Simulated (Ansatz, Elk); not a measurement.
## Bonding as seen by X-rays: Sn2B3Rh

The structure of Sn2B3Rh used here is made up (a known structure type with other elements) and was relaxed beforehand with PBEsol. The aim is the Fourier transform of its all-electron density, F(hkl), set beside the sum over free spherical atoms that refinements use.

Calculated with Elk 11.2.3 (patched build); DFT, PBE, all-electron APW+lo, Dirac cores, scalar-relativistic bands, static density, no spin.

The structure was built from a prototype and need not be the compound's stable phase.

### 1. The structure

The structure is trigonal, space group R-3m (No. 166). The conventional cell has a = 5.429 Å, b = 5.429 Å, c = 9.758 Å, α = 90.00°, β = 90.00°, γ = 120.00°. Nearest to Sn lie 3 B at 2.43 Å. Nearest to Rh lie 6 B at 2.26 Å. Nearest to B lie 2 Rh at 2.26 Å and 2 Sn at 2.43 Å. Farther neighbours are not listed.

### 2. Ground state and structure factors

An all-electron density is needed, since X-rays see the cores too. Task 0 finds the density and task 195 Fourier-transforms it; tshift is off so that phases refer to the origin typed.

Contents of elk.in:

```
tasks
  0
  195

xctype
  20

spinpol
  .false.

rgkmax
  7.0

gmaxvr
  14.0

lmaxo
  7

lmaxapw
  8

swidth
  0.002

tshift
  .false.

ramdisk
  .false.

hmaxvr
  5.5

maxscl
  120

epspot
  1e-06

sppath
  './'

avec
  5.12994214586 2.96177347884 6.14663215333
  -5.12994214586 2.96177347884 6.14663215333
  0.00000000000 -5.92354695768 6.14663215333

atoms
  3
  'Sn.in'
  2
  0.3571540634 0.3571540634 0.3571540634   0.000000 0.000000 0.000000
  0.6428459366 0.6428459366 0.6428459366   0.000000 0.000000 0.000000
  'Rh.in'
  1
  -0.0000000000 -0.0000000000 -0.0000000000   0.000000 0.000000 0.000000
  'B.in'
  3
  0.0000000000 0.0000000000 0.5000000000   0.000000 0.000000 0.000000
  0.5000000000 -0.0000000000 0.0000000000   0.000000 0.000000 0.000000
  -0.0000000000 0.5000000000 0.0000000000   0.000000 0.000000 0.000000

ngridk
  5 5 5
```

Command:

```bash
OMP_NUM_THREADS=4 elk
```

Numbers of over 12 decimals in the logs are rounded to 6 here.

The log of the run:

```text
┌─────────────────────────┐
│ Elk code version 11.2.3 │
└─────────────────────────┘

All units are atomic (Hartree, Bohr, etc.)

┌─────────────────────────────────────────────────┐
│ Ground-state run starting from atomic densities │
└─────────────────────────────────────────────────┘

Lattice vectors :
   5.129942146       2.961773479       6.146632153
  -5.129942146       2.961773479       6.146632153
   0.000000000      -5.923546958       6.146632153

Reciprocal lattice vectors :
  0.6124031352      0.3535711150      0.3407386436
 -0.6124031352      0.3535711150      0.3407386436
  0.1088719639E-16 -0.7071422299      0.3407386436

Unit cell volume      :    560.3414905
Brillouin zone volume :   0.4426768634

Muffin-tin inner radius fraction :   0.1000000000E-01

Nuclei treated as point charges

Species : 1 (Sn)
 parameters loaded from : Sn.in
 name : tin
 nuclear charge    :   -50.00000000
 electronic charge :    50.00000000
 atomic mass :    216395.0922
 muffin-tin radius :    2.600000000
 number of radial points in muffin-tin :   1193
 inner part over the whole radius :   0.9914297220E-02
 number on inner part of muffin-tin    :    850
 approximate nuclear radius :   0.8828114845E-04
 number of mesh points to nuclear radius :    428
 atomic positions (lattice), magnetic fields (Cartesian) :
  1 :   0.35715406  0.35715406  0.35715406    0.00000000  0.00000000  0.00000000
  2 :  -0.35715406 -0.35715406 -0.35715406    0.00000000  0.00000000  0.00000000

Species : 2 (Rh)
 parameters loaded from : Rh.in
 name : rhodium
 nuclear charge    :   -45.00000000
 electronic charge :    45.00000000
 atomic mass :    187585.2511
 muffin-tin radius :    2.492561832
 number of radial points in muffin-tin :   1193
 inner part over the whole radius :   0.9919831902E-02
 number on inner part of muffin-tin    :    848
 approximate nuclear radius :   0.8524867730E-04
 number of mesh points to nuclear radius :    424
 atomic positions (lattice), magnetic fields (Cartesian) :
  1 :   0.00000000  0.00000000  0.00000000    0.00000000  0.00000000  0.00000000

Species : 3 (B)
 parameters loaded from : B.in
 name : boron
 nuclear charge    :   -5.000000000
 electronic charge :    5.000000000
 atomic mass :    19707.24742
 muffin-tin radius :    1.725619730
 number of radial points in muffin-tin :    593
 inner part over the whole radius :   0.9847897467E-02
 number on inner part of muffin-tin    :    404
 approximate nuclear radius :   0.4534157419E-04
 number of mesh points to nuclear radius :    162
 atomic positions (lattice), magnetic fields (Cartesian) :
  1 :   0.00000000  0.00000000  0.50000000    0.00000000  0.00000000  0.00000000
  2 :   0.50000000  0.00000000  0.00000000    0.00000000  0.00000000  0.00000000
  3 :   0.00000000  0.50000000  0.00000000    0.00000000  0.00000000  0.00000000

Total number of atoms per unit cell :    6
Total muffin-tin volume :    276.6838809
 ratio of muffin-tin to unit cell volume :   0.4937772512

Spin treatment :
 spin-unpolarised

Number of Bravais lattice symmetries :   12
Number of crystal symmetries         :   12
Crystal has inversion symmetry
Real symmetric eigensolver will be used

k-point grid :      5     5     5
k-point offset :    0.000000000       0.000000000       0.000000000
k-point set is reduced with full crystal symmetry group
Total number of k-points :       19

Muffin-tin radius times maximum |G+k| :    7.000000000
 using average radius
Maximum |G+k| for APW functions       :    3.263550080
Maximum (1/2)|G+k|²                   :    5.325379561
Maximum |G| for potential and density :    14.00000000
Constant for pseudocharge density :    9
 order of it for each species :   16  16  16
 order of it for pair densities of each species (exact exchange by exxq0 0: 17) :   14  13   5
Radial integration step length :    1

G-vector grid sizes :     40    40    40
Number of G-vectors :    25905

Maximum angular momentum used for
 APW functions            :    8
 outer part of muffin-tin :    7
[...]
exchange                    :     -472.73043179074
 correlation                 :     -8.352775
 electron entropic           :    -0.81355337029525E-03
 total energy                :     -17219.827996746

Density of states at Fermi energy :    60.44633804
 (states/Hartree/unit cell)

Estimated indirect band gap :   0.3423614494E-02
 from k-point 15 to k-point 2
Estimated direct band gap   :   0.5577143698E-02
 at k-point 15

Charges :
 core                        :    94.00000000
 valence                     :    66.00000000
 interstitial                :    9.270079998
 muffin-tins (core leakage)
  species : 1 (Sn)
[...]
species : 2 (Rh)
[...]
species : 3 (B)
[...]
total in muffin-tins        :    150.7299200
 total calculated charge     :    159.9980969
 total charge                :    160.0000000
 error                       :   0.1903090500E-02

RMS change in Kohn-Sham potential (target) :    2.870838070     (  0.1000000000E-05)
Absolute change in total energy (target)   :   0.9204817249     (  0.1000000000E-03)

[... loops 3 to 16 left out ...]

┌──────────────────┐
│ Loop number : 17 │
└──────────────────┘

Energies :
 Fermi                       :     0.336011
 sum of occupied eigenvalues :     -10345.296143120
 electron kinetic            :      18071.973209597
 core electron kinetic       :      17438.523834927
 Coulomb                     :     -34807.923966069
 Coulomb potential           :     -27788.860445868
 nuclear-nuclear             :     -1857.4332017371
 electron-nuclear            :     -38153.996815626
 Hartree                     :      5203.5060512933
 Madelung                    :     -20913.493743135
 xc potential                :     -628.40890684853
 exchange                    :     -473.43632103996
 correlation                 :     -8.371098
 electron entropic           :    -0.88756124702471E-03
 total energy                :     -17217.759063178

Density of states at Fermi energy :    66.33933428
 (states/Hartree/unit cell)

Estimated indirect band gap :   0.3270482012E-02
 from k-point 15 to k-point 4
Estimated direct band gap   :   0.6758131616E-02
 at k-point 15

Charges :
 core                        :    94.00000000
 valence                     :    66.00000000
 interstitial                :    8.849608811
 muffin-tins (core leakage)
  species : 1 (Sn)
[...]
species : 2 (Rh)
[...]
species : 3 (B)
[...]
total in muffin-tins        :    151.1503912
 total calculated charge     :    159.9982590
 total charge                :    160.0000000
 error                       :   0.1741044781E-02

RMS change in Kohn-Sham potential (target) :   0.7632645311E-06 (  0.1000000000E-05)
Absolute change in total energy (target)   :   0.5614110705E-05 (  0.1000000000E-03)

Convergence targets achieved

┌──────────────────┐
│ Loop number : 18 │
└──────────────────┘

Energies :
 Fermi                       :     0.336011
 sum of occupied eigenvalues :     -10345.296138724
 electron kinetic            :      18071.973196221
 core electron kinetic       :      17438.523835785
 Coulomb                     :     -34807.923949650
 Coulomb potential           :     -27788.860461954
 nuclear-nuclear             :     -1857.4332017371
 electron-nuclear            :     -38153.996765979
 Hartree                     :      5203.5060180658
 Madelung                    :     -20913.493718673
 xc potential                :     -628.40887299159
 exchange                    :     -473.43631987654
 correlation                 :     -8.371098
 electron entropic           :    -0.88756120310147E-03
 total energy                :     -17217.759058956

Density of states at Fermi energy :    66.33935311
 (states/Hartree/unit cell)

Estimated indirect band gap :   0.3270472658E-02
 from k-point 15 to k-point 4
Estimated direct band gap   :   0.6758122873E-02
 at k-point 15

Charges :
 core                        :    94.00000000
 valence                     :    66.00000000
 interstitial                :    8.849609486
 muffin-tins (core leakage)
  species : 1 (Sn)
[...]
species : 2 (Rh)
[...]
species : 3 (B)
   atom 1                    :    3.560043721     (  0.1104952542E-03)
   atom 2                    :    3.560043721     (  0.1104952542E-03)
   atom 3                    :    3.560043721     (  0.1104952542E-03)
 total in muffin-tins        :    151.1503905
 total calculated charge     :    159.9982590
 total charge                :    160.0000000
 error                       :   0.1741044788E-02

┌──────────────────────────────┐
│ Self-consistent loop stopped │
└──────────────────────────────┘

Warning : core states of species 3 leak from the muffin-tin :   0.1104952542E-03

Wrote STATE.OUT
```

It took 28 s on 4 threads of Arm Neoverse V2, shared host; peak memory 0.21 GiB; 79 s of CPU time.

SFACRHO.OUT:

```text

h k l indices transformed by vhmat matrix:
   1.000000000       0.000000000       0.000000000    
   0.000000000       1.000000000       0.000000000    
   0.000000000       0.000000000       1.000000000    

      h      k      l  multipl.   |H|            Re(F)            Im(F)           |F|

      0      0      0      1   0.0000000       160.00000      0.45372382E-17   160.00000    
      0      0     -1      6  0.78495411      -11.649184     -0.12717192E-14   11.649184    
      1      1      0      6  0.98206997       16.291234      0.21718039E-14   16.291234    
     -1     -1     -1      2   1.0222159       106.11602     -0.26954406E-14   106.11602    
      0     -1      1      6   1.2248063       116.31119      0.13283589E-15   116.31119    
      1      1     -1      6   1.4547520      -21.962012      0.20356004E-14   21.962012    
     -1     -2     -1      6   1.5354789      -37.557523     -0.89901938E-15   37.557523    
     -2      0      0      6   1.5699082       24.065575      0.36373672E-14   24.065575    
      1      0      2     12   1.5953294       104.28074     -0.61136184E-15   104.28074    
     -2     -1     -2      6   1.8446194       49.630888     -0.13565083E-15   49.630888    
     -1      0      2     12   1.9016976      -11.050590      0.51950461E-15   11.050590    
     -2      0     -2      6   1.9641399      -26.401428      0.29905865E-14   26.401428    
     -1      1      2     12   1.9911711       13.135704     -0.13974791E-14   13.135704    
      2      2      2      2   2.0444319       78.728370     -0.46527514E-14   78.728370    
     -1     -1      2      6   2.1214267       95.292042     -0.11746208E-14   95.292042    
     -3     -1     -1      6   2.2142202       38.462138     -0.75290039E-14   38.462138    
      0     -3     -1     12   2.3147346      -31.693855     -0.12328533E-14   31.693855    
      0      0      3      6   2.3548623       87.914993      0.15660790E-15   87.914993
```

Elk indexes on the primitive cell of elk.in and gives |H| = 4π sin θ/λ in inverse bohr. Below, one row stands for each form hkl of the conventional cell (m members, Friedel mates merged), F is for one primitive cell and the density is static (no thermal factor). Free-atom factors are Waasmaier and Kirfel's, and R is Σm||F|−|F'||/Σm|F|.

```csv
hkl,m,sin θ/λ (Å⁻¹),"abs F, DFT",neutral atoms,diff.
101,6,0.118,11.649,11.823,-0.174
012,6,0.148,16.291,16.479,-0.187
003,2,0.154,106.116,106.631,-0.515
110,6,0.184,116.311,116.612,-0.301
021,6,0.219,21.962,21.448,+0.514
104,6,0.231,37.557,37.521,+0.036
202,6,0.236,24.066,24.129,-0.064
113,12,0.240,104.281,104.658,-0.377
015,6,0.277,49.631,49.942,-0.311
211,12,0.286,11.051,10.876,+0.175
024,6,0.295,26.401,26.225,+0.176
122,12,0.299,13.136,13.237,-0.102
006,2,0.307,78.728,79.042,-0.314
300,6,0.319,95.292,95.517,-0.225
```

### 3. The highest occupied states alone

An energy window below the Fermi level keeps the highest occupied states, to see at which angles they scatter; shallow core shells can lie inside it and anion s states outside. No new self-consistency is needed.

Changes to elk.in since step 2:

```diff
@@ -1,3 +1,2 @@
 tasks
-  0
   195
@@ -40,2 +39,5 @@
 
+wsfac
+  -0.104980 0.636010
+
 sppath
```

Command:

```bash
OMP_NUM_THREADS=4 elk
```

The log of the run:

```text
┌─────────────────────────────────┐
│ Elk code version 11.2.3 started │
└─────────────────────────────────┘

Info(readinput): the functional depends on the density's gradient
 muffin-tin radial points multiplied by    2.00000
 (not where nrmtscf is given)

┌────────────────────┐
│ Current task : 195 │
└────────────────────┘
Info(checkmt): changed muffin-tin radius of species 2 (Rh) from   2.6000 to   2.4926
Info(checkmt): changed muffin-tin radius of species 3 (B) from   1.8000 to   1.7256

Info(sfacrho): density structure factors written to SFACRHO.OUT

 Energy window :  -0.1049800000      0.6360100000

┌──────────────────┐
│ Elk code stopped │
└──────────────────┘
```

Wall time 10 s (4 threads); peak memory 0.17 GiB; 13 s of CPU time.

States within 12 eV below the Fermi level hold 25.66 electrons; any levels below the window count with the cores, and a count that is not whole means the window cuts a band. Their amplitudes can exceed the total, where window and core parts have opposite phase:

```
hkl  sin θ/λ (Å⁻¹)  abs F, window  abs F, all
101          0.118          6.182      11.649
012          0.148          3.206      16.291
003          0.154          2.057     106.116
110          0.184          3.559     116.311
021          0.219          0.575      21.962
104          0.231          2.085      37.557
202          0.236          3.978      24.066
113          0.240          2.635     104.281
015          0.277          1.685      49.631
211          0.286          1.729      11.051
```

### 4. Another functional

The difference from free atoms is small, so it is set against the change that PBEsol makes.

Changes to elk.in since step 3:

```diff
@@ -1,2 +1,3 @@
 tasks
+  0
   195
@@ -4,3 +5,3 @@
 xctype
-  20
+  22
 
@@ -39,5 +40,2 @@
 
-wsfac
-  -0.104980 0.636010
-
 sppath
```

Command:

```bash
OMP_NUM_THREADS=4 elk
```

The log of the run:

```text
┌─────────────────────────┐
│ Elk code version 11.2.3 │
└─────────────────────────┘

All units are atomic (Hartree, Bohr, etc.)

┌─────────────────────────────────────────────────┐
│ Ground-state run starting from atomic densities │
└─────────────────────────────────────────────────┘

Lattice vectors :
   5.129942146       2.961773479       6.146632153
  -5.129942146       2.961773479       6.146632153
   0.000000000      -5.923546958       6.146632153

Reciprocal lattice vectors :
  0.6124031352      0.3535711150      0.3407386436
[...]
species : 1 (Sn)
[...]
species : 2 (Rh)
[...]
species : 3 (B)
[...]
atom 2                    :    3.544348004     (  0.1144169100E-03)
   atom 3                    :    3.544348004     (  0.1144169100E-03)
 total in muffin-tins        :    151.1362297
 total calculated charge     :    159.9982653
 total charge                :    160.0000000
 error                       :   0.1734742657E-02

┌──────────────────────────────┐
│ Self-consistent loop stopped │
└──────────────────────────────┘

Warning : core states of species 3 leak from the muffin-tin :   0.1144169100E-03

Wrote STATE.OUT
[key lines of the parts left out:]
total energy                :     -17209.580680749
```

Elapsed: 29 s, on 4 threads; peak memory 0.21 GiB.

Against the first run R = 0.02 %; the largest change is +0.043 at 003.

### 5. Basis size

The basis and the expansions that go with it are enlarged, to see whether the differences are converged.

Changes to elk.in since step 4:

```diff
@@ -5,3 +5,3 @@
 xctype
-  22
+  20
 
@@ -11,12 +11,12 @@
 rgkmax
-  7.0
+  8.5
 
 gmaxvr
-  14.0
+  18.0
 
 lmaxo
-  7
+  9
 
 lmaxapw
-  8
+  10
```

Command:

```bash
OMP_NUM_THREADS=4 elk
```

The log of the run:

```text
┌─────────────────────────┐
│ Elk code version 11.2.3 │
└─────────────────────────┘

All units are atomic (Hartree, Bohr, etc.)

┌─────────────────────────────────────────────────┐
│ Ground-state run starting from atomic densities │
└─────────────────────────────────────────────────┘

Lattice vectors :
   5.129942146       2.961773479       6.146632153
  -5.129942146       2.961773479       6.146632153
   0.000000000      -5.923546958       6.146632153

Reciprocal lattice vectors :
  0.6124031352      0.3535711150      0.3407386436
[...]
species : 1 (Sn)
[...]
species : 2 (Rh)
[...]
species : 3 (B)
[...]
atom 2                    :    3.563210050     (  0.1105630768E-03)
   atom 3                    :    3.563210050     (  0.1105630768E-03)
 total in muffin-tins        :    151.1665760
 total calculated charge     :    159.9996952
 total charge                :    160.0000000
 error                       :   0.3047681300E-03

┌──────────────────────────────┐
│ Self-consistent loop stopped │
└──────────────────────────────┘

Warning : core states of species 3 leak from the muffin-tin :   0.1105630768E-03

Wrote STATE.OUT
[key lines of the parts left out:]
total energy                :     -17217.765283334
```

Wall time 72 s (4 threads); peak memory 0.39 GiB.

Against the first run R = 0.01 %; the largest change is -0.008 at 223.

### 6. Settings against the effect

| run | R against the first run (%) | R against neutral atoms, low angle (%) | wall time |
| --- | --- | --- | --- |
| PBE, rgkmax 7 | 0.00 | 0.54 | 28 s |
| PBEsol | 0.02 | 0.55 | 29 s |
| rgkmax 8.5 with larger expansions | 0.01 | 0.54 | 72 s |

### 7. Summary of results

```
R against neutral atoms, sin θ/λ < 0.3 Å⁻¹ : 0.54 %
R against neutral atoms, 0.3 to 0.79 Å⁻¹   : 0.21 %
```

In words: Independent neutral atoms miss the calculated amplitudes by R = 0.54 % below 0.3 Å⁻¹ and 0.21 % from there to 0.79 Å⁻¹; by shells, 1.29 % below 0.15 Å⁻¹ (2 forms), 0.51 % 0.15 to 0.3 (10 forms), 0.22 % 0.3 to 0.45 (20 forms), 0.20 % above 0.45 (117 forms). Bonding, aspherical density and the tables' own atoms all enter these figures, and the runs don't part them. The largest change of an amplitude is -0.52 electrons, at 003. The window's part falls from 25.7 electrons at the origin to at most 0.48 between 0.45 and 0.79 Å⁻¹. Below 0.3 Å⁻¹ the changes that finished (PBEsol and rgkmax 8.5 with larger expansions) move F by R = 0.04 % at most, against the 0.54 % that separates it from free atoms. The k-mesh has no finished test. These runs have no spin, though d or f shells may be open. Part of the difference isn't bonding: the tables are fits to free atoms and ions calculated by other methods than this functional. Thermal motion, anomalous dispersion and extinction are left out.

[Logs are printed without paths, hosts, clocks, repeated set-up lines and the standing remarks that a program may print on its own settings, such as how far it seeks lower states.]

[Hosts, paths, dates, database ids (printed as entryN), source tags and the programs' standing remarks are cut or masked in the printed files.]
